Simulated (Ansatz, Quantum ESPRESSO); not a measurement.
# LuH2 (Fm-3m): electron–phonon coupling with Quantum ESPRESSO, part 2 of 3

Each step names its level of theory.

So far, highest frequency, solved or plainly interpolated (cm⁻¹): step 3 (matrix elements on the k mesh: PseudoDojo files, cutoff …) 1193. The relaxed cell has a = 4.958 Å (conventional setting).

## (4) Second program, ground state

ph.x needs a tightly converged ground state on the same k mesh; the cell is that of the step before.

This step: DFT PBEsol, scalar-relativistic, plane waves, PseudoDojo norm-conserving pseudopotentials (Quantum ESPRESSO 7.5).

The input, pw.in:

```
&CONTROL
  calculation = 'scf'
  prefix      = 'x'
  outdir      = './tmp'
  pseudo_dir  = './pseudo'
  tprnfor     = .true.
  tstress     = .true.
/
&SYSTEM
  ibrav       = 0
  nat         = 3
  ntyp        = 2
  ecutwfc     = 100.0
  ecutrho     = 400.0
  occupations = 'smearing'
  smearing    = 'fd'
  degauss     = 0.00734986
  nbnd        = 25
/
&ELECTRONS
  conv_thr    = 1.0d-11
  mixing_beta = 0.5
/
ATOMIC_SPECIES
 Lu    174.9668  Lu.upf
 H       1.0080  H.upf
CELL_PARAMETERS angstrom
     0.000000000    2.479226054    2.479226054
     2.479226054    0.000000000    2.479226054
     2.479226054    2.479226054    0.000000000
ATOMIC_POSITIONS crystal
 Lu     0.000000000   0.000000000   0.000000000
 H      0.250000000   0.250000000   0.250000000
 H      0.750000000   0.750000000   0.750000000
K_POINTS automatic
 8 8 8 0 0 0
```

Launch:

```console
OMP_NUM_THREADS=1 mpirun -n 4 pw.x -nk 4 -in pw.in > pw.x.log
```

The program printed:

```text
Program PWSCF v.7.5

     This program is part of the open-source Quantum ESPRESSO suite
     for quantum simulation of materials; please cite
         "P. Giannozzi et al., J. Phys.:Condens. Matter 21 395502 (2009);
         "P. Giannozzi et al., J. Phys.:Condens. Matter 29 465901 (2017);
         "P. Giannozzi et al., J. Chem. Phys. 152 154105 (2020);
     in publications or presentations arising from this work. More details at

     Message from routine setup:
     using ibrav=0 with symmetry is DISCOURAGED, use correct ibrav instead

     G-vector sticks info
     --------------------
     sticks:   dense  smooth     PW     G-vecs:    dense   smooth      PW
     Sum        1213    1213    361                27725    27725    4477

     Using Slab Decomposition

     bravais-lattice index     =            0
     lattice parameter (alat)  =       6.6257  a.u.
     unit-cell volume          =     205.6719 (a.u.)^3
     number of atoms/cell      =            3
     number of atomic types    =            2
     number of electrons       =        27.00
     number of Kohn-Sham states=           25
     kinetic-energy cutoff     =     100.0000  Ry
     charge density cutoff     =     400.0000  Ry
     scf convergence threshold =      1.0E-11
     mixing beta               =       0.5000
     number of iterations used =            8  plain     mixing
     Exchange-correlation= PBESOL
                           (   1   4  10   8   0   0   0)

     celldm(1)=   6.625673  celldm(2)=   0.000000  celldm(3)=   0.000000
     celldm(4)=   0.000000  celldm(5)=   0.000000  celldm(6)=   0.000000

     crystal axes: (cart. coord. in units of alat)
               a(1) = (   0.000000   0.707107   0.707107 )
               a(2) = (   0.707107   0.000000   0.707107 )
               a(3) = (   0.707107   0.707107   0.000000 )

     reciprocal axes: (cart. coord. in units 2 pi/alat)
               b(1) = ( -0.707107  0.707107  0.707107 )
               b(2) = (  0.707107 -0.707107  0.707107 )
               b(3) = (  0.707107  0.707107 -0.707107 )

     PseudoPot. # 1 for Lu read from file:
     ./pseudo/Lu.upf
     Pseudo is Norm-conserving + core correction, Zval = 25.0
     Using radial grid of 2008 points,  8 beta functions with:
                l(1) =   0
                l(2) =   0
                l(3) =   1
                l(4) =   1
                l(5) =   2
                l(6) =   2
                l(7) =   3
                l(8) =   3

     PseudoPot. # 2 for H  read from file:
     ./pseudo/H.upf
     Pseudo is Norm-conserving, Zval =  1.0
     Using radial grid of 1180 points,  3 beta functions with:
                l(1) =   0
                l(2) =   0
                l(3) =   1

     atomic species   valence    mass     pseudopotential
     Lu               25.00   174.96680     Lu( 1.00)
     H                 1.00     1.00800     H ( 1.00)

     48 Sym. Ops., with inversion, found

   Cartesian axes

     site n.     atom                  positions (alat units)
         1        Lu     tau(   1) = (   0.0000000   0.0000000   0.0000000  )
         2        H      tau(   2) = (   0.3535534   0.3535534   0.3535534  )
         3        H      tau(   3) = (   1.0606602   1.0606602   1.0606602  )

     number of k points=    29  Fermi-Dirac smearing, width (Ry)=  0.0073
                       cart. coord. in units 2pi/alat
        k(    1) = (   0.0000000   0.0000000   0.0000000), wk =   0.0039062
        k(    2) = (   0.0883883   0.0883883  -0.0883883), wk =   0.0312500
        k(    3) = (   0.1767767   0.1767767  -0.1767767), wk =   0.0312500
        k(    4) = (   0.2651650   0.2651650  -0.2651650), wk =   0.0312500
        k(    5) = (  -0.3535534  -0.3535534   0.3535534), wk =   0.0156250
        k(    6) = (   0.1767767   0.0000000   0.0000000), wk =   0.0234375
        k(    7) = (   0.2651650   0.0883883  -0.0883883), wk =   0.0937500
        k(    8) = (   0.3535534   0.1767767  -0.1767767), wk =   0.0937500
        k(    9) = (  -0.2651650  -0.4419417   0.4419417), wk =   0.0937500
        k(   10) = (  -0.1767767  -0.3535534   0.3535534), wk =   0.0937500
        k(   11) = (  -0.0883883  -0.2651650   0.2651650), wk =   0.0937500
        k(   12) = (   0.0000000  -0.1767767   0.1767767), wk =   0.0468750
        k(   13) = (   0.3535534   0.0000000   0.0000000), wk =   0.0234375
        k(   14) = (   0.4419417   0.0883883  -0.0883883), wk =   0.0937500
        k(   15) = (  -0.1767767  -0.5303301   0.5303301), wk =   0.0937500
        k(   16) = (  -0.0883883  -0.4419417   0.4419417), wk =   0.0937500
[...]
k(   22) = (   0.3535534   0.1767767   0.0000000), wk =   0.0937500
        k(   23) = (  -0.2651650  -0.4419417   0.6187184), wk =   0.1875000
        k(   24) = (  -0.1767767  -0.3535534   0.5303301), wk =   0.0937500
        k(   25) = (  -0.1767767  -0.5303301   0.7071068), wk =   0.0937500
        k(   26) = (  -0.0883883  -0.4419417   0.6187184), wk =   0.1875000
        k(   27) = (   0.0000000  -0.3535534   0.5303301), wk =   0.0937500
        k(   28) = (  -0.7071068   0.1767767  -0.0000000), wk =   0.0468750
        k(   29) = (  -0.7071068   0.3535534   0.0000000), wk =   0.0234375

     Dense  grid:    27725 G-vectors     FFT dimensions: (  45,  45,  45)

     Initial potential from superposition of free atoms

     starting charge      26.9963, renormalised to      27.0000
     Starting wfcs are   19 randomized atomic wfcs +    6 random wfcs

     per-process dynamical memory:    32.2 Mb

     Self-consistent Calculation

     iteration #  1     ecut=   100.00 Ry     beta= 0.50
     Davidson diagonalization with overlap
     ethr =  1.00E-02,  avg # of iterations =  4.6

     Threshold (ethr) on eigenvalues was too large:
     Diagonalizing with lowered threshold

     Davidson diagonalization with overlap
     ethr =  5.14E-04,  avg # of iterations =  1.0

     total energy              =    -495.35984001 Ry
     estimated scf accuracy    <       0.14101025 Ry

     iteration #  2     ecut=   100.00 Ry     beta= 0.50
     Davidson diagonalization with overlap
     ethr =  5.22E-04,  avg # of iterations =  2.0

     total energy              =    -495.37619359 Ry
     estimated scf accuracy    <       0.00996356 Ry

     iteration #  3     ecut=   100.00 Ry     beta= 0.50
     Davidson diagonalization with overlap
     ethr =  3.69E-05,  avg # of iterations =  1.8

     total energy              =    -495.37696561 Ry
     estimated scf accuracy    <       0.00062667 Ry

     iteration #  4     ecut=   100.00 Ry     beta= 0.50
     Davidson diagonalization with overlap
     ethr =  2.32E-06,  avg # of iterations =  3.5

     total energy              =    -495.37706096 Ry
     estimated scf accuracy    <       0.00001344 Ry

     iteration #  5     ecut=   100.00 Ry     beta= 0.50
     Davidson diagonalization with overlap
     ethr =  4.98E-08,  avg # of iterations =  2.0

     total energy              =    -495.37706376 Ry
     estimated scf accuracy    <       0.00000193 Ry

     iteration #  6     ecut=   100.00 Ry     beta= 0.50
     Davidson diagonalization with overlap
     ethr =  7.14E-09,  avg # of iterations =  1.9

     total energy              =    -495.37706396 Ry
     estimated scf accuracy    <       0.00000005 Ry

     iteration #  7     ecut=   100.00 Ry     beta= 0.50
     Davidson diagonalization with overlap
     ethr =  1.68E-10,  avg # of iterations =  2.9

     total energy              =    -495.37706399 Ry
     estimated scf accuracy    <       0.00000002 Ry

     iteration #  8     ecut=   100.00 Ry     beta= 0.50
     Davidson diagonalization with overlap
     ethr =  5.93E-11,  avg # of iterations =  1.0

     total energy              =    -495.37706399 Ry
     estimated scf accuracy    <          2.5E-09 Ry

     iteration #  9     ecut=   100.00 Ry     beta= 0.50
     Davidson diagonalization with overlap
     ethr =  9.37E-12,  avg # of iterations =  2.0

     total energy              =    -495.37706399 Ry
     estimated scf accuracy    <          8.2E-10 Ry

     iteration # 10     ecut=   100.00 Ry     beta= 0.50
     Davidson diagonalization with overlap
     ethr =  3.06E-12,  avg # of iterations =  2.0

     End of self-consistent calculation

          k = 0.0000 0.0000 0.0000 (  3479 PWs)   bands (ev):

   -41.3549 -11.8277 -11.8277 -11.8277   5.2373   9.7070  10.0602  10.0602
    10.0602  10.1451  10.1451  10.1451  14.4135  16.1219  16.1219  16.1219
    19.0906  19.0906  25.0517  27.3117  27.3117  27.3117  35.7301  35.7301
    35.7301

          k = 0.0884 0.0884-0.0884 (  3494 PWs)   bands (ev):

   -41.3509 -11.9073 -11.8373 -11.8373   5.6144   9.6973  10.0573  10.0671
    10.0671  10.1316  10.1316  10.1455  13.0559  16.3207  16.3207  17.9121
    18.8650  18.8650  23.7452  28.1908  28.1908  28.4147  32.6037  33.7670
    33.7670

          k = 0.1768 0.1768-0.1768 (  3479 PWs)   bands (ev):

   -41.3415 -12.0934 -11.8603 -11.8603   6.5803   9.6725  10.0562  10.0797
    10.0797  10.1074  10.1074  10.1465  11.7036  16.5361  16.5361  18.9043
    18.9043  19.9037  23.1194  25.9033  30.1043  30.1043  30.9379  30.9379
    34.4947

          k = 0.2652 0.2652-0.2652 (  3464 PWs)   bands (ev):

   -41.3320 -12.2716 -11.8833 -11.8833   7.5887   9.6714  10.0666  10.0666
    10.0733  10.1142  10.1142  10.1476  11.0483  16.3351  16.3351  19.9080
    19.9080  19.9600  22.8080  25.1174  27.6874  27.6874  33.1686  33.1686
    36.2098

          k =-0.3536-0.3536 0.3536 (  3444 PWs)   bands (ev):

   -41.3280 -12.3433 -11.8927 -11.8927   7.9634   9.7001  10.0574  10.0574
    10.0865  10.1222  10.1222  10.1480  10.9695  16.1931  16.1931  19.7724
    20.7071  20.7071  21.5235  26.2945  26.2945  26.5793  34.8096  34.8096
    35.2856

          k = 0.1768 0.0000 0.0000 (  3487 PWs)   bands (ev):

   -41.3496 -11.9083 -11.8531 -11.8531   5.7460   9.6927  10.0598  10.0678
[...]
32.9250

          k = 0.2652 0.0884-0.0884 (  3488 PWs)   bands (ev):

[...]
33.8397

          k = 0.3536 0.1768-0.1768 (  3490 PWs)   bands (ev):

[...]
35.1174

          k =-0.2652-0.4419 0.4419 (  3477 PWs)   bands (ev):

[...]
35.2889

          k =-0.1768-0.3536 0.3536 (  3467 PWs)   bands (ev):

[...]
36.0727

          k =-0.0884-0.2652 0.2652 (  3477 PWs)   bands (ev):

[...]
35.1686

          k = 0.0000-0.1768 0.1768 (  3501 PWs)   bands (ev):

[...]
33.4144

          k = 0.3536 0.0000 0.0000 (  3511 PWs)   bands (ev):

[...]
34.8610

          k = 0.4419 0.0884-0.0884 (  3480 PWs)   bands (ev):

[...]
35.0441

          k =-0.1768-0.5303 0.5303 (  3472 PWs)   bands (ev):

[...]
34.9951

          k =-0.0884-0.4419 0.4419 (  3472 PWs)   bands (ev):

[...]
34.5734

          k = 0.0000-0.3536 0.3536 (  3463 PWs)   bands (ev):

[...]
k = 0.5303-0.0000 0.0000 (  3455 PWs)   bands (ev):

[...]
k =-0.0884-0.6187 0.6187 (  3454 PWs)   bands (ev):

[...]
k = 0.0000-0.5303 0.5303 (  3480 PWs)   bands (ev):

[...]
k =-0.7071 0.0000 0.0000 (  3490 PWs)   bands (ev):

[...]
k = 0.3536 0.1768 0.0000 (  3488 PWs)   bands (ev):

[...]
34.7695

          k =-0.2652-0.4419 0.6187 (  3473 PWs)   bands (ev):

[...]
34.4541

          k =-0.1768-0.3536 0.5303 (  3456 PWs)   bands (ev):

[...]
35.2687

          k =-0.1768-0.5303 0.7071 (  3464 PWs)   bands (ev):

[...]
34.5886

          k =-0.0884-0.4419 0.6187 (  3465 PWs)   bands (ev):

[...]
35.4422

          k = 0.0000-0.3536 0.5303 (  3479 PWs)   bands (ev):

[...]
10.0897  10.1105  10.1163  10.2155  10.4854  14.0085  17.2041  19.4810
    19.9989  22.6995  23.1958  25.4668  26.7712  27.2634  33.7108  33.9241
    35.1403

          k =-0.7071 0.1768-0.0000 (  3448 PWs)   bands (ev):

   -41.3192 -12.2847 -12.0494 -12.0018   9.4051   9.7058  10.0654  10.0677
    10.0737  10.1058  10.1126  10.1656  10.7529  12.7872  18.2657  21.0238
    21.1824  21.5687  21.6087  24.8288  26.5149  29.9285  30.1649  34.0700
    36.1613

          k =-0.7071 0.3536 0.0000 (  3448 PWs)   bands (ev):

   -41.3192 -12.1684 -12.1684 -12.0044   9.6076   9.6076  10.0577  10.0706
    10.0706  10.1020  10.1125  10.3934  10.3934  13.5726  16.5303  21.0311
    21.4865  21.4865  21.6562  25.9448  27.6370  27.6370  31.4503  35.5852
    35.8389

     the Fermi energy is    14.7119 ev

!    total energy              =    -495.37706399 Ry
     estimated scf accuracy    <          5.4E-13 Ry
     smearing contrib. (-TS)   =      -0.00177615 Ry
     internal energy E=F+TS    =    -495.37528784 Ry

     The total energy is F=E-TS. E is the sum of the following terms:
     one-electron contribution =    -273.12757324 Ry
     hartree contribution      =     168.55514946 Ry
     xc contribution           =     -75.21643698 Ry
     ewald contribution        =    -315.58642708 Ry

     convergence has been achieved in  10 iterations

     Forces acting on atoms (cartesian axes, Ry/au):

     atom    1 type  1   force =    -0.00000000    0.00000000    0.00000000
     atom    2 type  2   force =     0.00000000   -0.00000000   -0.00000000
     atom    3 type  2   force =    -0.00000000    0.00000000   -0.00000000

     Total force =     0.000000     Total SCF correction =     0.000000

     Computing stress (Cartesian axis) and pressure

          total   stress  (Ry/bohr**3)                   (kbar)     P=       -2.01
  -0.00001366  -0.00000000  -0.00000000           -2.01       -0.00       -0.00
  -0.00000000  -0.00001366   0.00000000           -0.00       -2.01        0.00
   0.00000000   0.00000000  -0.00001366            0.00        0.00       -2.01

     Writing all to output data dir ./tmp/x.save/ :
     XML data file, charge density, pseudopotentials, collected wavefunctions

   JOB DONE.
```

Wall time 16 s (4 MPI ranks of Arm Neoverse V1, shared host).

Numbers from this step:

| Property | Result |
| --- | --- |
| pressure | -0.2010 GPa |

With these potentials, mesh and smearing the cell is at -0.20 GPa.

(Part 2 of 3 ends here.)

[Logs are printed without paths, hosts, clocks, repeated set-up lines and the standing remarks that a program may print on its own settings, such as how far it seeks lower states.]

[Hosts, paths, dates, database ids (printed as entryN), source tags and the programs' standing remarks are cut or masked in the printed files.]
